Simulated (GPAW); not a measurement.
**C/Ta(110) in an electric field**

Wanted: the out-of-plane polarisability of C/Ta(110).

Main program and level: GPAW 26.7.0; GPAW, PAW setups; slab in vacuum, relaxation, in the first sound run; inputs show where later runs differ.

### 1. Set-up

The cell holds 5 atoms: 4 Ta and 1 C. Its edges and angles: a = 2.867 Å, b = 2.867 Å, c = 23.482 Å, α = 90.0°, β = 90.0°, γ = 70.5°. Vacuum lies along c.

### 2. Relaxation

The atoms are relaxed first, since the surface dipole, and with it the work function, follows the positions of the outer layers. The lowest 2 atoms are held at bulk positions and keep their forces.

Input file run.py:

```python
import json
import numpy as np
from ase import Atoms
from ase.constraints import FixAtoms
from ase.optimize import BFGS
from gpaw import GPAW, PW

slab = Atoms(
    ['Ta', 'Ta', 'Ta', 'Ta', 'C'],
    positions=[
        [0.00000, 0.00000, 7.00000],
        [2.34052, 0.00000, 9.34052],
        [0.00000, 0.00000, 11.68105],
        [2.34052, 0.00000, 14.02157],
        [2.34052, 0.00000, 16.48157]],
    cell=[[2.34052, -1.655, 0.0], [2.34052, 1.655, 0.0], [0.0, 0.0, 23.48157]],
    pbc=[True, True, False])

slab.calc = GPAW(mode=PW(500), xc='PBE', kpts={'size': (12, 12, 1), 'gamma': True},
                 occupations={'name': 'fermi-dirac', 'width': 0.1}, nbands='160%',
                 convergence={'density': 1e-05}, maxiter=200,
                 poissonsolver={'dipolelayer': 'xy'},
                 symmetry={'tolerance': 1e-3, 'extra_ids': [1, 1, 0, 0, 0]}, txt='slab.txt')
result = {}
slab.set_constraint(FixAtoms([0, 1]))
path = []
opt = BFGS(slab, maxstep=0.2)
opt.attach(lambda: path.append((slab.get_potential_energy(), slab.positions.tolist(), slab.get_forces().tolist())))
result['relaxed'] = bool(opt.run(fmax=0.03, steps=40))
result['path'] = path
energy = slab.get_potential_energy()
fermi = slab.calc.get_fermi_level()
v = slab.calc.get_electrostatic_potential().mean((0, 1)) - fermi
n = slab.calc.get_pseudo_density().mean((0, 1))
L = slab.cell[2, 2]
z = np.arange(len(v)) * L / len(v)
low, high = slab.positions[:, 2].min(), slab.positions[:, 2].max()
below, above = np.interp([low - 4.8, high + 4.8], z, v)
slopes = [np.interp(x, z, np.gradient(v, z)) for x in (low - 4.8, high + 4.8)]
eps = np.array([[slab.calc.get_eigenvalues(k, s) for k in range(len(slab.calc.get_ibz_k_points()))]
                for s in range(slab.calc.get_number_of_spins())]) - fermi
top, bottom = eps[eps < 0].max(), eps[eps > 0].min()
dipole = slab.get_dipole_moment()[2]
print(f'energy {energy:.4f} eV, Fermi level {fermi:.4f} eV, dipole {dipole:.5f} e A')
print(f'potential 4.8 A off the faces, from the Fermi level: lower {below:.4f} eV, upper {above:.4f} eV')
print(f'slope of the potential there: lower {slopes[0]:.5f}, upper {slopes[1]:.5f} eV/A')
print(f'nearest levels on the mesh: {top:.4f} and {bottom:.4f} eV')
print('magnetic moment', round(slab.get_magnetic_moment(), 3))
result.update(energy=energy, fermi=fermi, dipole=dipole, below=below, above=above, slopes=slopes, edges=[top, bottom],
              z=z.tolist(), v=v.tolist(), n=n.tolist(), positions=slab.positions.tolist(),
              forces=slab.get_forces(apply_constraint=False).tolist(), moments=slab.get_magnetic_moments().tolist())
json.dump(result, open('result.json', 'w'))
```

Started as:

```bash
$ OMP_NUM_THREADS=1 OPENBLAS_NUM_THREADS=1 python run.py
```

Output:

```text
Step          Energy          fmax
BFGS:    0      -41.578388        2.477132
BFGS:    1      -41.748649        2.459711
BFGS:    2      -42.279122        1.116521
BFGS:    3      -42.293329        0.845440
BFGS:    4      -42.313591        0.624464
BFGS:    5      -42.357492        0.819288
BFGS:    6      -42.377552        0.585436
BFGS:    7      -42.383967        0.252311
BFGS:    8      -42.385823        0.259628
BFGS:    9      -42.400266        0.423864
BFGS:   10      -42.416579        0.492257
BFGS:   11      -42.426141        0.357484
BFGS:   12      -42.429420        0.083648
BFGS:   13      -42.429612        0.001510
energy -42.3377 eV, Fermi level 1.7980 eV, dipole -0.09144 e A
potential 4.8 A off the faces, from the Fermi level: lower 4.7697 eV, upper 6.9049 eV
slope of the potential there: lower -0.00228, upper 0.00002 eV/A
nearest levels on the mesh: -0.0117 and 0.0107 eV
magnetic moment 0.0
```

Elapsed: 40 min, on 1 thread of Intel Xeon Platinum 8375C at 2.90GHz (Ice Lake), shared host; peak memory 0.37 GiB.

Relaxation path:

| step | energy less that of the first step (eV) | largest force (eV/Å) |
| --- | --- | --- |
| 1 | 0.0000 | 2.4771 |
| 2 | -0.1703 | 2.4597 |
| 3 | -0.7048 | 1.1165 |
| 4 | -0.7179 | 0.8454 |
| 5 | -0.7389 | 0.6245 |
| 6 | -0.7869 | 0.8193 |
| 7 | -0.8094 | 0.5854 |
| 8 | -0.8164 | 0.2523 |
| 9 | -0.8183 | 0.2596 |
| 10 | -0.8335 | 0.4239 |
| 11 | -0.8524 | 0.4923 |
| 12 | -0.8643 | 0.3575 |
| 13 | -0.8688 | 0.0836 |
| 14 | -0.8690 | 0.0015 |

The atoms that moved most (Å):

| atom | dx | dy | dz | length |
| --- | --- | --- | --- | --- |
| C5 | 0.000 | 0.000 | -0.509 | 0.509 |
| Ta4 | 0.000 | 0.000 | -0.042 | 0.042 |
| Ta3 | 0.000 | 0.000 | 0.012 | 0.012 |

The relaxed structure:

```
Ta C
1.0
     2.34052   -1.65500    0.00000
     2.34052    1.65500    0.00000
     0.00000    0.00000   23.48157
Ta C
4 1
Direct
  0.00000 0.00000 0.29811
  0.50000 0.50000 0.39778
  0.00000 0.00000 0.49797
  0.50000 0.50000 0.59536
  0.50000 0.50000 0.68024
```

Numbers from this step:

```yaml
dipole_along_the_normal: -0.09144 e·Å
levels_nearest_the_fermi_level_on_the_mesh: -0.01170, 0.01074 eV from the Fermi level
upper_work_function: 6.905 eV
lower_work_function: 4.770 eV
```

The electrostatic potential energy of an electron (without an applied field's), less the Fermi level, planar mean oscillates, so the rows of the table below give means over windows of 2.35 Å about each position, cut where the curve ends. Its maxima inside the range that stand out by 2 % of the span (Å: eV): 8.2: -1.27, 10.5: -1.23, 12.9: -1.96, 15.2: 1.15, 20.5: 6.91. Its minima: 7.0: -25.2, 9.3: -25.1, 11.7: -25.2, 14.0: -25.3, 16.0: -9.16.

Electrostatic potential energy of an electron (without an applied field's), less the Fermi level, planar mean against z; means over each step:

| z (Å) | electrostatic potential energy of an electron (without an applied field's), less the Fermi level, planar mean (eV) |
| --- | --- |
| 1.18 | 4.86 |
| 3.53 | 4.71 |
| 5.88 | -4.95 |
| 8.23 | -11.8 |
| 10.58 | -11.7 |
| 12.93 | -12.5 |
| 15.28 | -6.26 |
| 17.63 | 6.06 |
| 19.98 | 6.90 |
| 22.33 | 6.85 |

The pseudo valence density, planar mean by z:

z (Å), pseudo valence density, planar mean (e/Å³) and a bar:
```
      2.5       0.00 
      3.0       0.00 
      3.5       0.00 
      4.0       0.00 
      4.5       0.01 
      5.0       0.02 
      5.5       0.06 #
      6.0       0.17 ####
      6.5       0.68 ##############
      7.0       1.47 ##############################
      7.5       0.68 ##############
      8.0       0.30 ######
      8.5       0.35 #######
      9.0       0.99 ####################
      9.5       1.33 ###########################
     10.0       0.48 ##########
     10.5       0.27 ######
     11.0       0.45 #########
     11.5       1.28 ##########################
     12.0       1.06 ######################
     12.5       0.37 ########
     13.0       0.32 ######
     13.5       0.73 ###############
     14.0       1.45 ##############################
     14.5       0.61 ############
     15.0       0.27 #####
     15.5       0.35 #######
     16.0       0.37 #######
     16.5       0.24 #####
     17.0       0.06 #
     17.5       0.01 
     18.0       0.00 
     18.5       0.00 
     19.0       0.00
```

The relaxation lowered the energy of the cell by 0.869 eV (energies extrapolated to zero smearing; the optimiser's log prints free energies). The largest force left on a free atom is 0.0015 eV/Å.

### 3. The slab's potential

With the geometry fixed, the planar mean of the potential gives the vacuum level on each side.

This step: GPAW, PAW setups; slab in vacuum (GPAW 26.7.0).

Edit run.py of step 2 so:

```diff
@@ -3,4 +3,2 @@
 from ase import Atoms
-from ase.constraints import FixAtoms
-from ase.optimize import BFGS
 from gpaw import GPAW, PW
@@ -11,6 +9,6 @@
         [0.00000, 0.00000, 7.00000],
-        [2.34052, 0.00000, 9.34052],
-        [0.00000, 0.00000, 11.68105],
-        [2.34052, 0.00000, 14.02157],
-        [2.34052, 0.00000, 16.48157]],
+        [2.34052, -0.00000, 9.34052],
+        [0.00000, 0.00000, 11.69322],
+        [2.34052, -0.00000, 13.97996],
+        [2.34052, -0.00000, 15.97302]],
     cell=[[2.34052, -1.655, 0.0], [2.34052, 1.655, 0.0], [0.0, 0.0, 23.48157]],
@@ -22,10 +20,4 @@
                  poissonsolver={'dipolelayer': 'xy'},
-                 symmetry={'tolerance': 1e-3, 'extra_ids': [1, 1, 0, 0, 0]}, txt='slab.txt')
+                 symmetry={'tolerance': 1e-3}, txt='slab.txt')
 result = {}
-slab.set_constraint(FixAtoms([0, 1]))
-path = []
-opt = BFGS(slab, maxstep=0.2)
-opt.attach(lambda: path.append((slab.get_potential_energy(), slab.positions.tolist(), slab.get_forces().tolist())))
-result['relaxed'] = bool(opt.run(fmax=0.03, steps=40))
-result['path'] = path
 energy = slab.get_potential_energy()
```

Output:

```text
energy -42.3377 eV, Fermi level 1.7980 eV, dipole -0.09145 e A
potential 4.8 A off the faces, from the Fermi level: lower 4.7696 eV, upper 6.9050 eV
slope of the potential there: lower -0.00228, upper 0.00002 eV/A
nearest levels on the mesh: -0.0116 and 0.0107 eV
magnetic moment 0.0
```

Wall time 3.1 min (1 thread); peak memory 0.37 GiB.

This step gave:

```
dipole along the normal                    : -0.09145 e·Å
levels nearest the Fermi level on the mesh : -0.01159, 0.01069 eV from the Fermi level
```

The electrostatic potential energy of an electron (without an applied field's), less the Fermi level, planar mean oscillates, so the rows of the table below give means over windows of 2.35 Å about each position, cut where the curve ends. Its maxima inside the range that stand out by 2 % of the span (Å: eV): 8.2: -1.27, 10.5: -1.23, 12.9: -1.96, 15.2: 1.15, 20.5: 6.91. Its minima: 7.0: -25.2, 9.3: -25.1, 11.7: -25.2, 14.0: -25.3, 16.0: -9.16.

Electrostatic potential energy of an electron (without an applied field's), less the Fermi level, planar mean against z; means over each step:

(Unchanged from step 2.)

Pseudo valence density, planar mean against z:

| z (Å) | pseudo valence density, planar mean (e/Å³) |
| --- | --- |
| 2.5 | 6.2e-5 |
| 3.0 | 2.0e-4 |
| 3.5 | 6.6e-4 |
| 4.0 | 0.00213 |
| 4.5 | 0.00662 |
| 5.0 | 0.0204 |
| 5.5 | 0.0576 |
| 6.0 | 0.175 |
| 6.5 | 0.675 |
| 7.0 | 1.47 |
| 7.5 | 0.679 |
| 8.0 | 0.301 |
| 8.5 | 0.355 |
| 9.0 | 0.992 |
| 9.5 | 1.33 |
| 10.0 | 0.481 |
| 10.5 | 0.273 |
| 11.0 | 0.454 |
| 11.5 | 1.28 |
| 12.0 | 1.06 |
| 12.5 | 0.373 |
| 13.0 | 0.316 |
| 13.5 | 0.734 |
| 14.0 | 1.45 |
| 14.5 | 0.612 |
| 15.0 | 0.266 |
| 15.5 | 0.349 |
| 16.0 | 0.366 |
| 16.5 | 0.240 |
| 17.0 | 0.0630 |
| 17.5 | 0.0127 |
| 18.0 | 0.00263 |
| 18.5 | 5.6e-4 |
| 19.0 | 1.1e-4 |

Force by atom:

| atom | x (eV/Å) | y (eV/Å) | z (eV/Å) | size |
| --- | --- | --- | --- | --- |
| Ta1 | 0.000 | 0.000 | 0.406 | 0.406 |
| Ta2 | 0.000 | 0.000 | -0.409 | 0.409 |
| Ta3 | 0.000 | 0.000 | 0.001 | 0.001 |
| Ta4 | 0.000 | 0.000 | 0.002 | 0.002 |
| C5 | 0.000 | 0.000 | 0.003 | 0.003 |

The potential is flat to 0.002 eV/Å where it is read, so the vacuum is wide enough.

### 4. In a field

A uniform field along the normal polarises the slab; the atoms stay fixed, so this is the electronic response alone.

Edit run.py of step 3 so:

```diff
@@ -4,2 +4,3 @@
 from gpaw import GPAW, PW
+from gpaw.external import ConstantElectricField
 
@@ -20,2 +21,3 @@
                  poissonsolver={'dipolelayer': 'xy'},
+                 external=ConstantElectricField(-0.2, [0, 0, 1]),
                  symmetry={'tolerance': 1e-3}, txt='slab.txt')
```

Output:

```text
energy -42.3660 eV, Fermi level 1.8797 eV, dipole -0.19472 e A
potential 4.8 A off the faces, from the Fermi level: lower 3.3955 eV, upper 7.9442 eV
slope of the potential there: lower -0.00165, upper 0.00005 eV/A
nearest levels on the mesh: -0.0129 and 0.0118 eV
magnetic moment 0.0
```

Run time: 5 min. Hardware: 1 thread; peak memory 0.57 GiB.

Numbers from this step:

| Item | Value |
| --- | --- |
| dipole along the normal | -0.1947 e·Å |
| levels nearest the Fermi level on the mesh | -0.01285, 0.01184 eV from the Fermi level |
| potential below the slab, the applied field's own ramp left out | 3.395 eV from the Fermi level |
| potential above the slab, the applied field's own ramp left out | 7.944 eV from the Fermi level |

The electrostatic potential energy of an electron (without an applied field's), less the Fermi level, planar mean by z:

z (Å), electrostatic potential energy of an electron (without an applied field's), less the Fermi level, planar mean (eV) and a bar from the least value:
```
      0.0        5.7 ############################
      0.5        3.4 ##########################
      1.0        3.4 ##########################
      1.5        3.4 ##########################
      2.0        3.4 ##########################
      2.5        3.4 ##########################
      3.0        3.4 ##########################
      3.5        3.4 ##########################
      4.0        3.3 ##########################
      4.5        3.2 ##########################
      5.0        2.7 #########################
      5.5        1.3 ########################
      6.0       -2.9 ####################
      6.5      -14.5 ##########
      7.0      -26.2 
      7.5      -13.9 ###########
      8.0       -2.8 #####################
      8.5       -4.7 ###################
      9.0      -19.0 ######
      9.5      -24.0 ##
     10.0       -8.5 ################
     10.5       -1.5 ######################
     11.0       -7.4 #################
     11.5      -22.8 ###
     12.0      -19.7 ######
     12.5       -5.0 ###################
     13.0       -2.4 #####################
     13.5      -13.2 ###########
     14.0      -24.8 #
     14.5      -12.0 ############
     15.0        0.2 #######################
     15.5        0.4 #######################
     16.0       -8.0 ################
     16.5        2.6 #########################
     17.0        6.8 #############################
     17.5        7.7 ##############################
     18.0        7.9 ##############################
     18.5        7.9 ##############################
     19.0        7.9 ##############################
     19.5        7.9 ##############################
     20.0        7.9 ##############################
     20.5        7.9 ##############################
     21.0        7.9 ##############################
     21.5        7.9 ##############################
     22.0        7.9 ##############################
     22.5        7.9 ##############################
     23.0        7.9 ##############################
```

Force by atom:

| atom | x (eV/Å) | y (eV/Å) | z (eV/Å) | size |
| --- | --- | --- | --- | --- |
| Ta1 | 0.000 | 0.000 | 0.407 | 0.407 |
| Ta2 | 0.000 | 0.000 | -0.415 | 0.415 |
| Ta3 | 0.000 | 0.000 | -0.002 | 0.002 |
| Ta4 | 0.000 | 0.000 | -0.001 | 0.001 |
| C5 | 0.000 | 0.000 | 0.008 | 0.008 |

The dipole is now -0.195 e Å, against -0.091 in the run without a field.

### 5. Field on

Edit run.py of step 4 so:

```diff
@@ -21,3 +21,3 @@
                  poissonsolver={'dipolelayer': 'xy'},
-                 external=ConstantElectricField(-0.2, [0, 0, 1]),
+                 external=ConstantElectricField(-0.1, [0, 0, 1]),
                  symmetry={'tolerance': 1e-3}, txt='slab.txt')
```

Output:

```text
energy -42.3493 eV, Fermi level 1.8392 eV, dipole -0.14308 e A
potential 4.8 A off the faces, from the Fermi level: lower 4.0814 eV, upper 7.4241 eV
slope of the potential there: lower -0.00193, upper 0.00003 eV/A
nearest levels on the mesh: -0.0149 and 0.0113 eV
magnetic moment 0.0
```

Run time: 4.4 min. Hardware: 1 thread; peak memory 0.57 GiB.

This step gave:

| Item | Value |
| --- | --- |
| dipole along the normal | -0.1431 e·Å |
| levels nearest the Fermi level on the mesh | -0.01493, 0.01127 eV from the Fermi level |
| potential below the slab, the applied field's own ramp left out | 4.081 eV from the Fermi level |
| potential above the slab, the applied field's own ramp left out | 7.424 eV from the Fermi level |

The electrostatic potential energy of an electron (without an applied field's), less the Fermi level, planar mean oscillates, so the rows of the table below give means over windows of 2.35 Å about each position, cut where the curve ends. Its maxima inside the range that stand out by 2 % of the span (Å: eV): 8.2: -1.63, 10.5: -1.35, 12.9: -1.85, 15.2: 1.50, 20.9: 7.42. Its minima: 7.0: -25.7, 9.3: -25.4, 11.7: -25.2, 14.0: -25.1, 16.0: -8.74.

Electrostatic potential energy of an electron (without an applied field's), less the Fermi level, planar mean against z; means over each step:

| z (Å) | electrostatic potential energy of an electron (without an applied field's), less the Fermi level, planar mean (eV) |
| --- | --- |
| 1.18 | 4.22 |
| 3.53 | 4.02 |
| 5.88 | -5.53 |
| 8.23 | -12.2 |
| 10.58 | -11.8 |
| 12.93 | -12.4 |
| 15.28 | -5.91 |
| 17.63 | 6.57 |
| 19.98 | 7.42 |
| 22.33 | 7.34 |

Force by atom:

| atom | x (eV/Å) | y (eV/Å) | z (eV/Å) | size |
| --- | --- | --- | --- | --- |
| Ta1 | 0.000 | 0.000 | 0.406 | 0.406 |
| Ta2 | 0.000 | 0.000 | -0.412 | 0.412 |
| Ta3 | 0.000 | 0.000 | 0.000 | 0.000 |
| Ta4 | 0.000 | 0.000 | 0.000 | 0.000 |
| C5 | 0.000 | 0.000 | 0.005 | 0.005 |

The dipole is now -0.143 e Å, against -0.091 in the run without a field.

### 6. Field on

Edit run.py of step 5 so:

```diff
@@ -21,3 +21,3 @@
                  poissonsolver={'dipolelayer': 'xy'},
-                 external=ConstantElectricField(-0.1, [0, 0, 1]),
+                 external=ConstantElectricField(-0.05, [0, 0, 1]),
                  symmetry={'tolerance': 1e-3}, txt='slab.txt')
```

Output:

```text
energy -42.3428 eV, Fermi level 1.8187 eV, dipole -0.11724 e A
potential 4.8 A off the faces, from the Fermi level: lower 4.4251 eV, upper 7.1644 eV
slope of the potential there: lower -0.00210, upper 0.00002 eV/A
nearest levels on the mesh: -0.0133 and 0.0110 eV
magnetic moment 0.0
```

It took 4.6 min on 1 thread; peak memory 0.57 GiB.

### 7. In a field

Edit run.py of step 6 so:

```diff
@@ -21,3 +21,3 @@
                  poissonsolver={'dipolelayer': 'xy'},
-                 external=ConstantElectricField(-0.05, [0, 0, 1]),
+                 external=ConstantElectricField(0.05, [0, 0, 1]),
                  symmetry={'tolerance': 1e-3}, txt='slab.txt')
```

Output:

```text
energy -42.3338 eV, Fermi level 1.7771 eV, dipole -0.06549 e A
potential 4.8 A off the faces, from the Fermi level: lower 5.1149 eV, upper 6.6457 eV
slope of the potential there: lower -0.00248, upper 0.00001 eV/A
nearest levels on the mesh: -0.0100 and 0.0105 eV
magnetic moment 0.0
```

Run time: 4.3 min. Hardware: 1 thread; peak memory 0.57 GiB.

[end of part 1 of 2]

[Logs are printed without paths, hosts, clocks, repeated set-up lines and the standing remarks that a program may print on its own settings, such as how far it seeks lower states.]

[Hosts, paths, dates, database ids (printed as entryN), source tags and the programs' standing remarks are cut or masked in the printed files.]
